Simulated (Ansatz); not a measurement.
## Lattice dynamics of La3AlC (Pm-3m)

Task: relax La3AlC (Pm-3m), then find its harmonic phonons.

Program: Ansatz 0.2.0. Level of theory: DFT PBEsol, scalar-relativistic, plane waves, PAW; PAW set soft_1. Results are calculated unless marked as measured.

This is a report of a sequence of runs, with most program output left out.

## Step 1: The starting structure

The structure is cubic, space group Pm-3m (No. 221). Conventional cell: a = 5.205 Å, b = 5.205 Å, c = 5.205 Å, α = 90.00°, β = 90.00°, γ = 90.00°. La has 2 C at 2.60 Å and 8 La at 3.68 Å and 4 Al at 3.68 Å nearest. Nearest to Al lie 12 La at 3.68 Å. Nearest to C lie 6 La at 2.60 Å. Farther neighbours are not listed.

## Step 2: Relaxation

The cell and atoms are relaxed, since residual forces and stress would shift the frequencies.

input.yaml reads:

```yaml
crystal:
  lattice:
    - [5.205131, 0.0, 0.0]
    - [0.0, 5.205131, 0.0]
    - [0.0, 0.0, 5.205131]
  atoms:
    - { symbol: La, position: [0.5, 0.5, 0.0] }
    - { symbol: La, position: [0.5, 0.0, 0.5] }
    - { symbol: La, position: [0.0, 0.5, 0.5] }
    - { symbol: Al, position: [0.0, 0.0, 0.0] }
    - { symbol: C, position: [0.5, 0.5, 0.5] }
kpoints:
  mp_grid: { grid: [8, 8, 8] }
hamiltonian:
  xc: pbesol
  pseudopotentials: { kind: paw, azcp: { folder: soft_1 }, xc_functional: pbe }
scf:
  occupations: { method: gaussian, width: 0.1 }
output:
  forces: true
  stress: true
  eigenvalues: true
  write_density: true
  write_potential: true
  elf: true
  volumetric_format: npy
relax:
  adjacent_minimum: "off"
  f_tol: 0.005
  max_steps: 80
  cell: { stress_tol: 0.05 }
```

Run with:

```sh
$ ansatz run input.yaml --threads 4 --pin off --max-ram 10240MiB --backend cpu --events-out ev --progress --plain --runs-dir out
```

Run time: 13 s. Hardware: 4 threads of Arm Neoverse V2, shared host; peak memory 0.52 GiB; 48 s of CPU time.

The steps of the relaxation:

```csv
step,energy less that of the first step (eV),largest force component (eV/Å),pressure (GPa),volume (Å³)
1,0.0000,0.0000,-2.36,141.02
2,-0.0024,0.0000,2.65,129.71
3,-0.0452,0.0000,-0.13,135.47
4,-0.0453,0.0000,-0.01,135.20
5*,-0.0445,0.0000,-0.02,135.20
```

Relaxation steps marked * repeat the geometry before them on a plane-wave basis chosen anew for their cell, so energy and pressure can jump there.

The run keeps the 48 symmetry operations that it works with, so distortions that break them were not tested.

```csv
"conventional cell, symmetrised",before,after,change
a (Å),5.205,5.132,-1.4 %
b (Å),5.205,5.132,-1.4 %
c (Å),5.205,5.132,-1.4 %
volume (Å³/atom),28.20,27.04,-4.1 %
```

Final coordinates:

```xyz
5
Lattice="5.1324 0.0000 0.0000 0.0000 5.1324 0.0000 0.0000 0.0000 5.1324" Properties=species:S:1:pos:R:3 pbc="T T T"
La    2.5662    2.5662    0.0000
La    2.5662    0.0000    2.5662
La    0.0000    2.5662    2.5662
Al    0.0000    0.0000    0.0000
C     2.5662    2.5662    2.5662
```

This step gave:

```yaml
pressure: -0.01667 GPa
volume_per_atom: 27.04 Å³
gap_on_the_k_mesh: 0 eV
```

ELF in the ac plane at fractional y = 0.500, with atoms of La and C within 0.2 Å of it. It is the smooth field of the valence electrons, not physical close to the nuclei.

Ten even steps from '_' (0.06) to '@' (0.80), each cell a mean:
```
==::__::%%@@==::##@@++__..--
....____++@@@@%%@@%%::____..
..______..==**##++--________
**==..__..::------::____::++
@@@@++..==##%%%%%%**::--%%@@
++@@%%--++@@%%##@@%%--++@@##
__++@@==++@@--__##%%--##%%::
::##@@==++@@**--%%%%--**@@==
@@@@##::==@@@@@@@@##::==@@@@
%%##--..::==++++++==....++%%
::..____..::====--..______::
..______--##@@@@%%++..______
--::__..##@@##++@@@@==__..::
++--..::%%@@::__++@@**....==
```
Columns run along a (5.1 Å), rows up along c (5.1 Å). Atoms in or near the plane, at fractional coordinates: La at (0.50, 0.00), La at (0.00, 0.50), C at (0.50, 0.50).

Valence density in the ac plane at fractional y = 0.500, with atoms of La and C within 0.2 Å of it. It is the smooth field of the valence electrons, not physical close to the nuclei.

Ten even steps from '_' (0.1 e/Å³) to '@' (1.8 e/Å³), each cell a mean:
```
________--%%@@@@@@++..______
________..++##%%**--________
__________::--==::..________
::..______........________..
**==::____..----::..__..--++
@@%%==....--**##++::..::**@@
@@@@**::::++%%%%##--..==%%@@
@@@@++::..==%%%%**--..--##@@
%%**--....::==++--....::++%%
--::..____....::..______..--
__________..::::..__________
________..--++**==::________
________::**@@@@%%==..______
________--%%@@@@@@**::______
```
Columns run along a (5.1 Å), rows up along c (5.1 Å). Atoms in or near the plane, at fractional coordinates: La at (0.50, 0.00), La at (0.00, 0.50), C at (0.50, 0.50).

Electrostatic potential energy in the ac plane at fractional y = 0.500, with atoms of La and C within 0.2 Å of it. With pseudopotentials it is smooth inside the atoms' cores, unlike the true potential.

Ten even steps from '0' (-33 eV) to '9' (13 eV), each cell a mean:
```
99985024027999
99987310158999
99998755678999
67899988899887
23689987899752
10379731588610
71278500178504
40278600388512
01589965799730
46789988999875
88898877789988
99987522368999
99986101037999
99984047126999
```
Columns run along a (5.1 Å; values clipped at the 3rd and 97th percentile), rows up along c (5.1 Å). Atoms in or near the plane, at fractional coordinates: La at (0.50, 0.00), La at (0.00, 0.50), C at (0.50, 0.50).

In this step the volume went from 28.20 to 27.04 Å³/atom.

## Step 3: Tight relaxation

Phonons need a cell at rest on their own settings, so the relaxation is repeated with tight tolerances on forces and stress on the k mesh and occupations of the first response run.

input.yaml, the sections that differ from step 2:

```yaml
crystal:
  lattice:
    - [5.1324333994, 0.0, 0.0]
    - [0.0, 5.1324333994, 0.0]
    - [0.0, 0.0, 5.1324333994]
  atoms:
    - { symbol: La, position: [0.5, 0.5, 0.0] }
    - { symbol: La, position: [0.5, 0.0, 0.5] }
    - { symbol: La, position: [0.0, 0.5, 0.5] }
    - { symbol: Al, position: [0.0, 0.0, 0.0] }
    - { symbol: C, position: [0.5, 0.5, 0.5] }
scf:
  occupations: { method: methfessel_paxton, width: 0.2 }
relax:
  adjacent_minimum: "off"
  f_tol: 0.001
  max_steps: 60
  cell: { stress_tol: 0.01 }
# kpoints, hamiltonian, output: as in step 2
```

It took 8.8 s on 4 threads; peak memory 0.52 GiB; 33 s of CPU time.

Little changed from the start: no atom moved by 0.005 Å and no cell edge by 0.1 %.

Numbers from this step:

- pressure: -2.36e-4 GPa
- volume per atom: 27.03 Å³

Electrostatic potential energy in the ac plane at fractional y = 0.500, with atoms of La and C within 0.2 Å of it. With pseudopotentials it is smooth inside the atoms' cores, unlike the true potential.

Values in eV, 14 rows by 14 columns, each cell a mean:
```
 13  12  11   6  -8 -28 -22 -13 -28 -20   0   9  12  13
 12  12  10   8   0 -16 -28 -29 -24  -8   4   9  11  12
  8   9   9   9   6   1  -7  -9  -4   4   8   9   9   9
 -1   2   6   9  10   9   7   6   8   9  10   8   4   0
-23 -15  -2   7  10  10   6   3   8  11   9   4  -8 -20
-25 -29 -15   3   9   3 -19 -25  -8   8   8  -4 -24 -28
 -1 -25 -22   0   7  -7 -33 -33 -25   3   6  -9 -29 -13
-13 -28 -20   1   8  -2 -30 -33 -19   6   7  -7 -28 -22
-29 -24  -8   5  10   8  -2  -7   3  10   9   1 -16 -28
-10  -4   3   8  10  10   8   7   9  10  10   6   0  -8
  5   7   8   9   8   5   1   0   3   7   9   9   8   6
 11  11  10   8   3  -8 -20 -22 -15  -2   6   9  10  11
 13  12  11   7  -4 -24 -28 -25 -29 -15   2   9  12  12
 13  13  11   5 -10 -29 -13  -1 -25 -23  -1   8  12  13
```
Columns run along a (5.1 Å; values clipped at the 3rd and 97th percentile), rows up along c (5.1 Å). Atoms in or near the plane, at fractional coordinates: La at (0.50, 0.00), La at (0.00, 0.50), C at (0.50, 0.50).

ELF in the ac plane at fractional y = 0.500, with atoms of La and C within 0.2 Å of it. It is the smooth field of the valence electrons, not physical close to the nuclei.

Ten even steps from '_' (0.06) to '@' (0.80), each cell a mean:
```
==::__::%%@@==::##@@++__..--
....____++@@@@%%@@%%::____..
..______..==**##++--________
**==..__..::------::____::++
@@@@++..==##%%%%%%**::--%%@@
++@@%%--++@@%%##@@%%--++@@##
__++@@==++@@--__##%%--##%%::
::##@@==++@@**--%%%%--**@@==
@@@@##::==@@@@@@@@##::==@@@@
%%##--..::==++++++==....++%%
::..____..::====--..______::
..______--##@@@@%%++..______
--::__..##@@##++@@@@==__..::
++--..::%%@@::__++@@**....==
```
Columns run along a (5.1 Å), rows up along c (5.1 Å). Atoms in or near the plane, at fractional coordinates: La at (0.50, 0.00), La at (0.00, 0.50), C at (0.50, 0.50).

Valence density in the ac plane at fractional y = 0.500, with atoms of La and C within 0.2 Å of it. It is the smooth field of the valence electrons, not physical close to the nuclei.

Ten even steps from '_' (0.1 e/Å³) to '@' (1.8 e/Å³), each cell a mean:
```
________--%%@@@@@@++..______
________..++##%%**--________
__________::--==::..________
::..______........________..
**==::____..----::..__..--++
@@%%==....--**##++::..::**@@
@@@@**::::++%%%%##--..==%%@@
@@@@++::..==%%%%**--..--##@@
%%**--....::==++--....::++%%
--::..____....::..______..--
__________..::::..__________
________..--++**==::________
________::**@@@@%%==..______
________--%%@@@@@@**::______
```
Columns run along a (5.1 Å), rows up along c (5.1 Å). Atoms in or near the plane, at fractional coordinates: La at (0.50, 0.00), La at (0.00, 0.50), C at (0.50, 0.50).

The forces vanish by symmetry and the pressure is 0.000 GPa, within the tolerances set. The cell now holds 27.03 Å³/atom.

## Step 4: Linear response at the zone centre

The zone centre comes first: it holds the modes that light can see, as far as symmetry allows. No field response is asked, since the mesh shows no gap.

input.yaml, the sections that differ from step 3:

```yaml
crystal:
  lattice:
    - [5.1318379723, 0.0, 0.0]
    - [0.0, 5.1318379723, 0.0]
    - [0.0, 0.0, 5.1318379723]
  atoms:
    - { symbol: La, position: [0.5, 0.5, 0.0] }
    - { symbol: La, position: [0.5, 0.0, 0.5] }
    - { symbol: La, position: [0.0, 0.5, 0.5] }
    - { symbol: Al, position: [0.0, 0.0, 0.0] }
    - { symbol: C, position: [0.5, 0.5, 0.5] }
output:
  eigenvalues: true
phonons:
  method: dfpt
# kpoints, hamiltonian, scf: as in step 3
# relax: removed
```

Elapsed: 67 s, on 4 threads; peak memory 2.2 GiB.

This step gave:

| Quantity | Value |
| --- | --- |
| sum-rule residual before enforcement | 4.96e-5 eV/Å² |
| point group | m-3m |
| highest optical mode at the zone centre (no LO-TO term) | 137.8 cm⁻¹ |
| lowest optical zone-centre mode | -168.7 cm⁻¹ |

Patterns of degenerate modes are one choice out of their space. Modes at Γ, with each element's share of the kinetic energy (negative means imaginary):

```csv
mode,frequency (cm⁻¹),symmetry,La %,Al %,C %
1,-168.7,T1u,2,1,97
2,-168.7,T1u,2,1,97
3,-168.7,T1u,2,1,97
4,-49.5,T2u,100,0,0
5,-49.5,T2u,100,0,0
6,-49.5,T2u,100,0,0
7,0.0,acoustic,91,6,3
8,0.0,acoustic,91,6,3
9,0.0,acoustic,91,6,3
10,122.8,T1u,34,66,0
11,122.8,T1u,34,66,0
12,122.8,T1u,34,66,0
13,137.8,T1u,73,27,0
14,137.8,T1u,73,27,0
15,137.8,T1u,73,27,0
```

Displacements in mode 3 (-168.7 cm⁻¹), the largest set to 1:
```
La1  0.00 -0.03 -0.01
La2  0.00 -0.02 -0.02
La3  0.00 -0.03 -0.02
Al4  0.00 -0.06 -0.04
C5   0.00  1.00  0.67
```

Displacements in mode 14 (137.8 cm⁻¹), the largest set to 1:
```
La1  0.01 -0.01  0.65
La2  0.01  0.02 -0.22
La3 -0.04 -0.01 -0.22
Al4  0.06 -0.04 -1.00
C5   0.01  0.00 -0.14
```

Before it was imposed, the acoustic sum rule was missed by 5.0e-5 eV/Å². Small misses are needed for a sound result but don't prove that mesh and cutoff are converged. The lowest optical mode is imaginary, 168.7i cm⁻¹, so the energy falls along it.

## Step 5: Phonons on a q mesh

Stability and thermal properties need the whole zone. Linear response on a 2×2×2 q mesh gives force constants as far as a supercell of that size would.

Edit input.yaml of step 4 so:

```diff
@@ -22 +22,8 @@
   method: dfpt
+  qmesh: [2, 2, 2]
+  temperatures: { t_max: 1000, t_step: 50 }
+  qpath:
+    path:
+      - [[0.0, 0.0, 0.0], [0.0, 0.5, 0.0], [0.5, 0.5, 0.0], [0.0, 0.0, 0.0], [0.5, 0.5, 0.5], [0.0, 0.5, 0.0]]
+      - [[0.5, 0.5, 0.5], [0.5, 0.5, 0.0]]
+    npoints: 10
```

Elapsed: 5.5 min, on 4 threads; peak memory 1.7 GiB; 21 min of CPU time.

Numbers from this step:

| Property | Result |
| --- | --- |
| sum-rule residual before enforcement | 3.92e-5 eV/Å² |
| lowest frequency on the path | -168.7 cm⁻¹ |
| highest frequency on the path or at a solved wavevector | 391.2 cm⁻¹ |
| lowest mode on the q mesh (acoustic modes at Γ apart) | -168.7 cm⁻¹ |

Frequencies (cm⁻¹) solved at each irreducible wavevector; negative means imaginary. Frequencies by wavevector, by row:

```csv
q in reciprocal lattice units,star,mode 1,mode 2,mode 3,mode 4,mode 13,mode 14,mode 15
0 0 0,1,-168.7,-168.7,-168.7,-49.5,137.8,137.8,137.8
0 0 -0.5,3,-117.1,-117.1,54.5,59.7,140.1,163.8,382.1
0 -0.5 -0.5,3,7.8,63.7,63.7,66.7,255.1,379.2,379.2
-0.5 -0.5 -0.5,1,-25.1,-25.1,-25.1,93.7,391.2,391.2,391.2
```

Interpolated from a 2×2×2 q mesh. Phonon branches along the path, in cm⁻¹:

```csv
point,branch 1,branch 2,branch 3,branch 4,branch 12,branch 13,branch 14,branch 15
Γ,-169,-169,-169,-50,123,138,138,138
halfway,-138,-138,-12,-12,138,138,149,244
X,-117,-117,54,60,140,140,164,382
halfway,24,32,42,62,155,189,267,381
M,8,64,64,67,157,255,379,379
halfway,-47,-3,28,40,147,148,254,256
Γ,-169,-169,-169,-50,123,138,138,138
halfway,-13,31,31,70,153,276,276,279
R,-25,-25,-25,94,188,391,391,391
halfway,23,24,38,74,162,298,300,383
X,-117,-117,54,60,140,140,164,382
jump to R,-25,-25,-25,94,188,391,391,391
halfway,-17,28,28,88,174,329,385,385
M,8,64,64,67,157,255,379,379
```

The phonon density of states has structure finer than the step of the table below, so its rows give means over 20 cm⁻¹, whole bins alone (the curve runs from -168 to 392 cm⁻¹). Peaks (cm⁻¹: height): 87.5: 0.0873, 117.5: 0.110, 142.5: 0.277.

Tetrahedra on a 12×12×12 mesh, mean over bins of 5 cm-1. Interpolated from a 2×2×2 q mesh. The phonon density of states by wavenumber; means over each step:

```csv
wavenumber (cm⁻¹),phonon density of states (1/cm⁻¹/cell)
-140,0.00163
-120,0.00338
-100,0.00499
-80,0.00552
-60,0.00573
-40,0.00910
-20,0.0153
0,0.0213
20,0.0447
40,0.0617
60,0.0614
80,0.0708
100,0.0456
120,0.0645
140,0.160
160,0.0457
180,0.0144
200,0.00843
220,0.00810
240,0.00849
260,0.00909
280,0.00885
300,0.00871
320,0.00954
340,0.0127
360,0.0162
380,0.0231
```

The partial phonon density of states has structure finer than the step of the table below, so its rows give means over 20 cm⁻¹, whole bins alone (the curve runs from -179 to 410 cm⁻¹). Peaks (cm⁻¹: height): Al 143.4: 0.166; C 210.1: 0.0101, 284.1: 0.0174, 343.3: 0.0280, 376.7: 0.0398; La -8.4: 0.0215, 32.4: 0.0751, 54.6: 0.0670, 87.9: 0.0780, 113.8: 0.0957, 139.7: 0.0458.

Phonopy on the run's constants, 11x11x11 mesh, Gaussian sigma 4.2 cm-1. Interpolated from a 2×2×2 q mesh. The partial phonon density of states by wavenumber; means over each step; values in 1/cm⁻¹/cell:

```csv
wavenumber (cm⁻¹),Al,C,La
-160,9.4e-6,0.00113,3.8e-5
-140,1.0e-5,0.00143,1.2e-4
-120,3.6e-5,0.00332,6.2e-4
-100,5.4e-5,0.00333,0.00111
-80,6.7e-5,0.00336,0.00285
-60,5.2e-5,0.00210,0.00373
-40,2.3e-5,4.8e-4,0.00979
-20,1.8e-5,2.5e-4,0.0154
0,3.1e-5,1.5e-4,0.0137
20,2.6e-4,4.8e-4,0.0456
40,6.9e-4,9.4e-4,0.0619
60,7.7e-4,0.00204,0.0604
80,6.8e-4,0.00330,0.0662
100,7.0e-4,0.00262,0.0397
120,0.0116,0.00148,0.0567
140,0.111,0.00388,0.0384
160,0.0211,0.00528,0.0239
180,0.00101,0.00590,0.00682
200,5.7e-4,0.00773,0.00121
220,2.9e-4,0.00694,7.2e-4
240,8.8e-5,0.00540,4.3e-4
260,3.6e-5,0.00584,2.4e-4
280,1.9e-4,0.0140,1.4e-4
300,9.6e-5,0.00832,9.1e-5
320,2.4e-5,0.00453,4.5e-5
340,1.2e-4,0.0170,2.6e-5
360,6.5e-5,0.0120,1.9e-5
380,1.3e-4,0.0254,2.4e-6
400,2.4e-6,0.00117,0
```

Symmetry leaves 4 wavevectors to solve. The lowest mode among them, the acoustic zeros apart, lies at Γ and is imaginary, 168.7i cm⁻¹, so the energy falls along it.

## Step 6: Isotope substitution

An isotope changes the mass and not the force constants, so no new electronic calculation is needed; the shifts show which modes move this element.

The same force constants with the mass of C changed from 12.011 to 13.003 u (phonopy, no LO-TO term). Both lists are sorted by frequency; levels can cross, so a row need not hold one and the same mode. Modes under 3 cm⁻¹ are left out. Isotope shifts, by row, the first 40 of 57 rows:

```csv
q,rank,natural mass (cm⁻¹),changed mass (cm⁻¹)
0 0 0,1,-168.7,-162.3
0 0 0,2,-168.7,-162.3
0 0 0,3,-168.7,-162.3
0 0 0,4,-49.49,-49.49
0 0 0,5,-49.49,-49.49
0 0 0,6,-49.49,-49.49
0 0 0,10,122.8,122.8
0 0 0,11,122.8,122.8
0 0 0,12,122.8,122.8
0 0 0,13,137.8,137.8
0 0 0,14,137.8,137.8
0 0 0,15,137.8,137.8
0 0 -0.5,1,-117.1,-114
0 0 -0.5,2,-117.1,-114
0 0 -0.5,3,54.51,54.51
0 0 -0.5,4,59.74,59.74
0 0 -0.5,5,59.74,59.74
0 0 -0.5,6,61.58,61.16
0 0 -0.5,7,61.58,61.16
0 0 -0.5,8,84.81,84.81
0 0 -0.5,9,129.4,129.4
0 0 -0.5,10,139.3,139.2
0 0 -0.5,11,139.3,139.2
0 0 -0.5,12,140.1,139.3
0 0 -0.5,13,140.1,139.3
0 0 -0.5,14,163.8,163.8
0 0 -0.5,15,382.1,367.2
0 -0.5 -0.5,1,7.78,7.78
0 -0.5 -0.5,2,63.74,63.74
0 -0.5 -0.5,3,63.74,63.74
0 -0.5 -0.5,4,66.73,66.73
0 -0.5 -0.5,5,66.73,66.73
0 -0.5 -0.5,6,94.04,94.04
0 -0.5 -0.5,7,103.6,103.2
0 -0.5 -0.5,8,114,114
0 -0.5 -0.5,9,149.1,149.1
0 -0.5 -0.5,10,149.5,149.5
0 -0.5 -0.5,11,149.5,149.5
0 -0.5 -0.5,12,157.2,157.2
0 -0.5 -0.5,13,255.1,246.1
```

A mode of this element alone would shift by -3.89 %. The highest zone-centre frequency without the field goes from 137.8 to 137.8 cm⁻¹ (-0.0 %).

## Step 7: What came out

* space group after relaxation (within 0.01 Å): Pm-3m
* volume per atom: 27.0 Å³
* electronic character: no gap on this mesh
* highest optical mode at the zone centre (no LO-TO term): 138 cm⁻¹
* lowest optical zone-centre mode: -169 cm⁻¹
* lowest mode on the q mesh (acoustic modes at Γ apart): -169 cm⁻¹
* highest frequency on the path or at a solved wavevector: 391 cm⁻¹
* imaginary modes on the 2×2×2 q mesh: yes

In words: Modes are clearly imaginary (beyond 10i cm⁻¹) at 3 of the 4 irreducible wavevectors, most at Γ (168.7i cm⁻¹), so this structure is not a minimum of the energy. The optical modes at Γ span -169 to 138 cm⁻¹ (negative means imaginary). The highest mode in this list at Γ, 137.8 cm⁻¹, is mostly motion of La (73 % of the kinetic energy). With no gap, or one that is small against the smearing, the frequencies hang on the k mesh and the smearing, most of all near Kohn anomalies. Spin-orbit coupling is left out, which can matter for the heavy elements here. The PAW files were made for PBE and serve the other functionals too. A phonon run warned that its eigensolver left some bands unconverged in a pass. These are harmonic frequencies at zero temperature: anharmonic shifts, linewidths and thermal expansion are left out.

[Logs are printed without paths, hosts, clocks, repeated set-up lines and the standing remarks that a program may print on its own settings, such as how far it seeks lower states.]

[Hosts, paths, dates, database ids (printed as entryN), source tags and the programs' standing remarks are cut or masked in the printed files.]
